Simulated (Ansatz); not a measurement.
# La on Cr(110): change of the work function, part 3 of 4

How does one ordered layer of La (longbridge site) change the work function of Cr(110), and what dipole does each adsorbate carry?

Ansatz 0.2.0; plane-wave DFT, PBE-D3(BJ), Ansatz PAW.

So far, work function, upper face (eV): step 2 (the clean slab) 4.77; step 3 (17 atoms, coverage 0.25 ML, cell 2x2) 2.57.

## Step 4: Work function against coverage

This step: plane-wave DFT, PBE-D3(BJ), Ansatz PAW; work function against coverage (Ansatz 0.2.0).

The runs are now put side by side.

Numbers from this step:

```
work function of the clean face     : 4.769 eV
largest change of the work function : -2.200 eV
```

The work function of the covered face by coverage:

```
coverage (adsorbates/nm²)  work function of the covered face (eV)
                     0.00                                    4.77
                     4.26                                    2.57
```

The dipole per adsorbate comes from the change of the cell's dipole. Coverage, by row:

```
coverage (1/nm²)  coverage (ML)  work function (eV)  change (eV)  dipole per adsorbate, positive end outwards (debye)  mean height of the added atoms over the highest substrate atom (Å)
           4.263           0.25               2.569         -2.2                                                1.344                                                               2.265
```

## Step 5: The covered slab, atoms frozen

This step: plane-wave DFT, PBE-D3(BJ), Ansatz PAW (Ansatz 0.2.0).

To see where the charge goes, the covered slab, the bare substrate and the adsorbate layer are each run at the same frozen positions and on the same grid.

The input, input.yaml:

```yaml
crystal:
  lattice:
    - [4.0729350596, -2.88, 0.0]
    - [4.0729350596, 2.88, 0.0]
    - [0.0, 0.0, 27.2405063722]
  atoms:
    - { symbol: Cr, position: [0.0, 0.0, 0.330390334] }
    - { symbol: Cr, position: [0.25, 0.25, 0.4051491326] }
    - { symbol: Cr, position: [0.0, 0.0, 0.4773187285] }
    - { symbol: Cr, position: [0.2491047285, 0.2491047285, 0.5494874102] }
    - { symbol: Cr, position: [0.0, 0.5, 0.330390334] }
    - { symbol: Cr, position: [0.25, 0.75, 0.4051491326] }
    - { symbol: Cr, position: [0.0, 0.5, 0.4774345427] }
    - { symbol: Cr, position: [0.2559467167, 0.7440532833, 0.5476187463] }
    - { symbol: Cr, position: [0.5, 0.0, 0.330390334] }
    - { symbol: Cr, position: [0.75, 0.25, 0.4051491326] }
    - { symbol: Cr, position: [0.5, 0.0, 0.4774345427] }
    - { symbol: Cr, position: [0.7440532833, 0.2559467167, 0.5476187463] }
    - { symbol: Cr, position: [0.5, 0.5, 0.330390334] }
    - { symbol: Cr, position: [0.75, 0.75, 0.4051491326] }
    - { symbol: Cr, position: [0.5, 0.5, 0.4782592438] }
    - { symbol: Cr, position: [0.7508952715, 0.7508952715, 0.5494874102] }
    - { symbol: La, position: [0.0, 0.0, 0.6326285252] }
kpoints:
  mp_grid: { grid: [7, 7, 1] }
hamiltonian:
  xc: pbe
  dispersion: d3bj
scf:
  occupations: { method: fermi_dirac, width: 0.1 }
  convergence: { dr2_threshold: 1.0e-08 }
efield:
  axis: 3
  dipole_correction: true
  ramp_position: 0.97
  ramp_width: 0.06
output:
  write_potential: true
  write_density: true
  volumetric_format: npy
```

On the command line:

```bash
> ansatz run input.yaml --threads 4 --pin off --max-ram 6144MiB --backend cpu --events-out ev --progress --plain --runs-dir out
```

Log:

```text
[...]
Crystal: 17 atoms, lattice volume = 639.065 Å³
Basis set: ecut = 420 eV, 12527 PW (Γ)
Bands: 141, of which v1, the nominal top of the filled ones, is band 118 counted from 1 (117 counted from 0)
Symmetry: 4 space group operations
[...]
k-points: 16 of 49
[...]
SCF iter   1: F=—  HF=-60291.979436 eV  |F-HF|=—  |Δ(HF+E_count)|=         —  Δρ=1.17e-2  dr2=8.71e0  ethr=1.77e-3  p=0.289 e·Å  D=8.18e-2 V/Å  ΔV_dip=-2.23 eV  dr2_dipole=1.84e0  V_vac-E_F(+/−)=2.15/4.38 eV  ⟨swp⟩=8.7  Hψ=9927  notcnv=0
[...]
SCF iter  13: F=-60291.853502 eV  HF=-60291.853502 eV  |F-HF|=1.43e-9  |Δ(HF+E_count)|=   5.49e-9  Δρ=4.49e-7  dr2=2.44e-9  ethr=4.26e-12  p=0.300 e·Å  D=8.49e-2 V/Å  ΔV_dip=-2.31 eV  dr2_dipole=2.84e-10  V_vac-E_F(+/−)=2.57/4.88 eV  ⟨swp⟩=12.8  Hψ=6291  notcnv=0
the search or the solves at the SCF's close seem to have found levels that the self-consistency loop had missed (the run counts 1). By its estimate they hold 1.14e-8 electrons. The energies and the density leave them out; if the run goes on with those levels, later outputs use occupations computed again with them
SCF 1 converged in 13 iterations: F = -60291.853502 eV  dr2 = 2.44e-9
[...]
WARN: The output density's exchange-correlation potential varies sharply where the density is thin. Do not read a vacuum level from v_tot or v_xc, or from such a field of the output density. On a cell that repeats whose density bears no net charge and no dipole along the vacuum's axis use v_es (v_loc + v_h of the components); under efield.dipole_correction with no amplitude use v_es + v_field, which holds any externa [...]
SCF converged after 13 iterations
Free energy (F): -60291.853502 eV
[...]
Internal energy: -60291.207029 eV  (E = F + TS)
E sigma→0 (E₀):  -60291.530266 eV
Entropy (-TS):   -0.646474 eV (-38.028 meV/atom)
Fermi energy:    3.974451 eV
Dipole field:    D = 0.084927 V/Å  (p = 0.299938 e·Å, saw-weighted, corrected)
Work function:   Φ+ = 2.5693 eV   Φ− = 4.8828 eV
[...]
--- Band table (eV; the first three rows and the last of 16) ---
  k-point 0: bands = [... 114 lower, 4.1766, 4.3811, 4.3839, 4.5823, 4.5896, 4.6888, 4.8272, 4.9036, ... 19 higher]
  k-point 1: bands = [... 114 lower, 4.1364, 4.2235, 4.3397, 4.3775, 4.4132, 4.6483, 4.7577, 4.7780, ... 19 higher]
  k-point 2: bands = [... 114 lower, 3.6605, 3.7390, 3.7889, 4.1740, 4.3137, 4.3685, 4.5109, 4.5609, ... 19 higher]
  k-point 15: bands = [... 114 lower, 3.4687, 3.4756, 3.5314, 3.6209, 3.6417, 3.6506, 3.8046, 3.8255, ... 19 higher]
```

Elapsed: 2.6 min, on 4 threads of Arm Neoverse N1, shared host; peak memory 2.8 GiB; 9.9 min of CPU time.

Read from the output:

- energy at zero smearing: -60291.5303 eV
- dipole along the normal: 0.2999 e·Å
- step between the vacuum levels: -2.313 eV

The work function of the upper face is 2.57 eV.

## Step 6: The substrate alone

System of this step: La/Cr(110), substrate alone, atoms held. The cell holds 16 atoms: 16 Cr. Cell: a = 4.988 Å, b = 4.988 Å, c = 27.241 Å, α = 90.0°, β = 90.0°, γ = 70.5°. Vacuum lies along c.

The second part, atoms unmoved.

Changes to input.yaml since step 5:

```diff
@@ -22,3 +22,2 @@
     - { symbol: Cr, position: [0.7508952715, 0.7508952715, 0.5494874102] }
-    - { symbol: La, position: [0.0, 0.0, 0.6326285252] }
 kpoints:
```

Log:

```text
[...]
Crystal: 16 atoms, lattice volume = 639.065 Å³
Basis set: ecut = 420 eV, 12527 PW (Γ)
Bands: 135, of which v1, the nominal top of the filled ones, is band 112 counted from 1 (111 counted from 0)
Symmetry: 4 space group operations
[...]
k-points: 16 of 49
[...]
SCF iter   1: F=—  HF=-54039.884627 eV  |F-HF|=—  |Δ(HF+E_count)|=         —  Δρ=4.57e-3  dr2=1.36e0  ethr=1.77e-3  p=0.020 e·Å  D=5.61e-3 V/Å  ΔV_dip=-0.15 eV  dr2_dipole=1.60e-1  V_vac-E_F(+/−)=4.27/4.43 eV  ⟨swp⟩=8.7  Hψ=9560  notcnv=0
[...]
SCF iter  12: F=-54039.848657 eV  HF=-54039.848657 eV  |F-HF|=1.88e-9  |Δ(HF+E_count)|=  8.00e-11  Δρ=5.18e-7  dr2=2.32e-9  ethr=4.46e-12  p=0.015 e·Å  D=4.15e-3 V/Å  ΔV_dip=-0.11 eV  dr2_dipole=8.73e-12  V_vac-E_F(+/−)=4.81/4.93 eV  ⟨swp⟩=7.3  Hψ=7189  notcnv=0
SCF 1 converged in 12 iterations: F = -54039.848657 eV  dr2 = 2.32e-9
[...]
SCF converged after 12 iterations
Free energy (F): -54039.848657 eV
[...]
Internal energy: -54039.233507 eV  (E = F + TS)
E sigma→0 (E₀):  -54039.541082 eV
Entropy (-TS):   -0.615151 eV (-38.447 meV/atom)
Fermi energy:    2.288390 eV
Dipole field:    D = 0.004155 V/Å  (p = 0.014673 e·Å, saw-weighted, corrected)
Work function:   Φ+ = 4.8135 eV   Φ− = 4.9267 eV
[...]
--- Band table (eV; the first three rows and the last of 16) ---
  k-point 0: bands = [... 108 lower, 2.7771, 2.8540, 2.9138, 2.9179, 2.9533, 2.9628, 3.1118, 3.1276, ... 19 higher]
  k-point 1: bands = [... 108 lower, 2.6137, 2.6284, 2.6375, 2.7297, 2.7762, 2.7847, 3.0299, 3.0471, ... 19 higher]
  k-point 2: bands = [... 108 lower, 2.0303, 2.0635, 2.0929, 2.1696, 2.4143, 2.7996, 2.8332, 2.8495, ... 19 higher]
  k-point 15: bands = [... 108 lower, 1.7182, 1.7224, 1.7885, 1.9282, 1.9468, 1.9886, 1.9907, 2.0268, ... 19 higher]
```

It took 2.2 min on 4 threads; peak memory 2.7 GiB; 8.5 min of CPU time.

This step gave:

```yaml
energy_at_zero_smearing: -54039.5411 eV
work_function_upper_face: 4.814 eV
work_function_lower_face: 4.927 eV
dipole_along_the_normal: 0.01467 e·Å
step_between_the_vacuum_levels: -0.1132 eV
```

The work function of the upper face is 4.81 eV.

## Step 7: The adsorbate layer alone

System of this step: La/Cr(110), adsorbate layer alone, atoms held. The cell holds 1 atom: 1 La. Its edges and angles: a = 4.988 Å, b = 4.988 Å, c = 27.241 Å, α = 90.0°, β = 90.0°, γ = 70.5°. Vacuum lies along c.

The third part; a free layer of atoms may carry a moment, so spin is on.

input.yaml, the sections that differ from step 6:

```yaml
crystal:
  lattice:
    - [4.0729350596, -2.88, 0.0]
    - [4.0729350596, 2.88, 0.0]
    - [0.0, 0.0, 27.2405063722]
  atoms:
    - { symbol: La, position: [0.0, 0.0, 0.6326285252], spin: 1.0 }
magnetization:
  spin_polarized: true
# kpoints, hamiltonian, scf, efield, output: as in step 6
```

Log:

```text
[...]
Crystal: 1 atoms, lattice volume = 639.065 Å³
Basis set: ecut = 420 eV, 12527 PW (Γ)
Bands: 10, of which v1, the nominal top of the filled ones, is band 6 counted from 1 (5 counted from 0)
Symmetry: 4 space group operations
k-points: 16 of 49
[...]
Starting moments: Σ|m| = 1 μB on 1 of 1 site
[...]
SCF iter   1: F=—  HF=-6247.763164 eV  |F-HF|=—  |Δ(HF+E_count)|=         —  Δρ=1.98e-2 (↑1.98e-2 ↓3.65e-3)  dr2=4.56e0  dr2_m=4.05e-1  M=1.151 μB ∫|m|=1.151 μB  β_m=1.00  ethr=3.10e-3  p=-0.000 e·Å  D=-4.11e-9 V/Å  ΔV_dip=0.00 eV  dr2_dipole=2.00e-11  V_vac-E_F(+/−)=3.90/3.90 eV  ⟨swp⟩=7.2  Hψ=7443  notcnv=0
[...]
spin=Collinear: LDOS preconditioning applied to the charge; magnetization (m = ρ↑ − ρ↓) channel mixes plain (no charge-response kernel on spin).
SCF iter   2: F=—  HF=-6247.409470 eV  |F-HF|=—  |Δ(HF+E_count)|=   3.54e-1  Δρ=8.01e-3 (↑3.54e-3 ↓8.01e-3)  dr2=1.36e0  dr2_m=3.58e-2  M=1.023 μB ∫|m|=1.023 μB  β_m=0.32  ethr=3.10e-3  p=0.000 e·Å  D=1.87e-5 V/Å  ΔV_dip=-0.00 eV  dr2_dipole=1.83e-9  V_vac-E_F(+/−)=3.55/3.55 eV  ⟨swp⟩=2.1  Hψ=1382  notcnv=0  defer=9
density mixer auto → msr1: a metal under ldos (density of states about μ 6.91 of a free-electron gas's, 24 screened modes)
SCF iter   3: F=—  HF=-6247.321623 eV  |F-HF|=—  |Δ(HF+E_count)|=   8.78e-2  Δρ=7.65e-3 (↑6.26e-3 ↓7.65e-3)  dr2=2.05e-1  dr2_m=2.73e-1  M=0.887 μB ∫|m|=0.888 μB  β_m=0.48  ethr=3.10e-3  p=0.000 e·Å  D=9.70e-6 V/Å  ΔV_dip=-0.00 eV  dr2_dipole=2.49e-9  V_vac-E_F(+/−)=3.27/3.27 eV  ⟨swp⟩=1.5  Hψ=728  notcnv=0  defer=8
[...]
SCF iter  20: F=-6247.482611 eV  HF=-6247.482611 eV  |F-HF|=7.00e-11  |Δ(HF+E_count)|=   5.69e-9  Δρ=1.55e-7 (↑1.55e-7 ↓6.42e-8)  dr2=2.98e-10  dr2_m=4.50e-11  M=1.219 μB ∫|m|=1.219 μB  ethr=1.35e-11  p=0.000 e·Å  D=4.25e-6 V/Å  ΔV_dip=-0.00 eV  dr2_dipole=1.05e-11  V_vac-E_F(+/−)=2.90/2.90 eV  ⟨swp⟩=3.9  Hψ=1574  notcnv=0
SCF 1 converged in 20 iterations: F = -6247.482611 eV  dr2 = 2.98e-10
[...]
SCF converged after 20 iterations
Magnetization: 1.2195 μB (6.1097 up, 4.8903 down)
Absolute magnetization: 1.2195 μB (∫|ρ↑−ρ↓|, with the PAW one-centre terms)
[...]
Per-site moments (μB) at R_I (Å): [(0.905680, 2.057676)]
Free energy (F): -6247.482611 eV
[...]
Internal energy: -6247.232408 eV  (E = F + TS)
E sigma→0 (E₀):  -6247.357509 eV
Entropy (-TS):   -0.250203 eV (-250.203 meV/atom)
Fermi energy:    -1.951251 eV
Dipole field:    D = 0.000002 V/Å  (p = 0.000006 e·Å, saw-weighted, corrected)
Work function:   Φ+ = 2.8991 eV   Φ− = 2.8992 eV
[...]
--- Band table (eV; the first three rows and the last of 32) ---
  k-point 0 ↑: bands = [... 2 lower, -20.2053, -20.1537, -3.8522, -1.9887, -1.8087, -1.6636, -1.6138, -1.5789, ... 12 higher]
  k-point 1 ↑: bands = [... 2 lower, -20.2086, -20.1579, -3.6753, -1.9774, -1.7609, -1.7380, -1.6172, -1.5774, ... 12 higher]
  k-point 2 ↑: bands = [... 2 lower, -20.2178, -20.1653, -3.2192, -1.9689, -1.9465, -1.6632, -1.6213, -1.5786, ... 12 higher]
  k-point 15 ↓: bands = [... 2 lower, -19.9060, -19.8159, -2.0148, -1.4333, -1.3931, -1.3910, -1.3778, -1.3548, ... 12 higher]
```

Wall time 41 s (4 threads); peak memory 1.2 GiB; 2.6 min of CPU time.

Numbers from this step:

```
energy at zero smearing   : -6247.3575 eV
total moment              : 1.219 μB
site moments              : 0.9057 μB
work function, upper face : 2.899 eV
dipole along the normal   : 6.39e-6 e·Å
```

Site moment by atom:

```
atom  site moment (μB)
 La1             0.906
```

The free layer carries a moment of 1.2 μB a cell.

## Step 8: Where the charge went

This step: plane-wave DFT, PBE-D3(BJ), Ansatz PAW; density difference on adsorption (Ansatz 0.2.0).

The densities of the parts are taken from that of the whole and averaged over planes; the first moment of what is left gives the step in the potential.

This step gave:

| Item | Value |
| --- | --- |
| largest charge moved | 0.01328 e/Å² |
| potential step from the moved charge | -2.201 eV |

Planar mean, whole system less its parts. Electron density difference against z:

```
z (Å)  electron density difference (e/Å³)
    5                             -2.6e-6
    6                             -2.2e-5
    7                             -1.2e-4
    8                              5.7e-7
    9                             -6.1e-5
   10                             -2.8e-4
   11                             -6.5e-4
   12                              6.1e-5
   13                             -6.9e-4
   14                             -5.4e-4
   15                            -0.00829
   16                              0.0276
   17                            -0.00763
   18                            -0.00516
   19                            -0.00158
   20                             -3.4e-4
   21                              2.4e-6
   22                              1.5e-5
   23                              5.0e-6
   24                              9.6e-7
```

Planar mean, whole system less its parts. Electrons moved below z against z:

z (Å), electrons moved below z (e/Å²) and a bar from the least value:
```
        4     0.0000 #########
        5     0.0000 #########
        6     0.0000 #########
        7    -0.0001 #########
        8    -0.0002 #########
        9     0.0000 #########
       10     0.0000 #########
       11    -0.0002 #########
       12     0.0000 #########
       13    -0.0001 #########
       14    -0.0010 #######
       15    -0.0048 
       16     0.0043 #################
       17     0.0111 ##############################
       18     0.0027 ##############
       19     0.0009 ###########
       20     0.0001 #########
       21     0.0000 #########
       22     0.0000 #########
       23     0.0000 #########
       24     0.0000 #########
```

(Continued in part 4 of 4.)

[Long decimals in the printed logs are rounded to 6 places.]

[Logs are printed without paths, hosts, clocks, repeated set-up lines and the standing remarks that a program may print on its own settings, such as how far it seeks lower states.]

[Hosts, paths, dates, database ids (printed as entryN), source tags and the programs' standing remarks are cut or masked in the printed files.]

[Maps of the electrostatic potential energy from Ansatz leave out the sawtooth potential of an applied field or a dipole correction, so their vacuum need not be flat; planar profiles and work functions include it.]
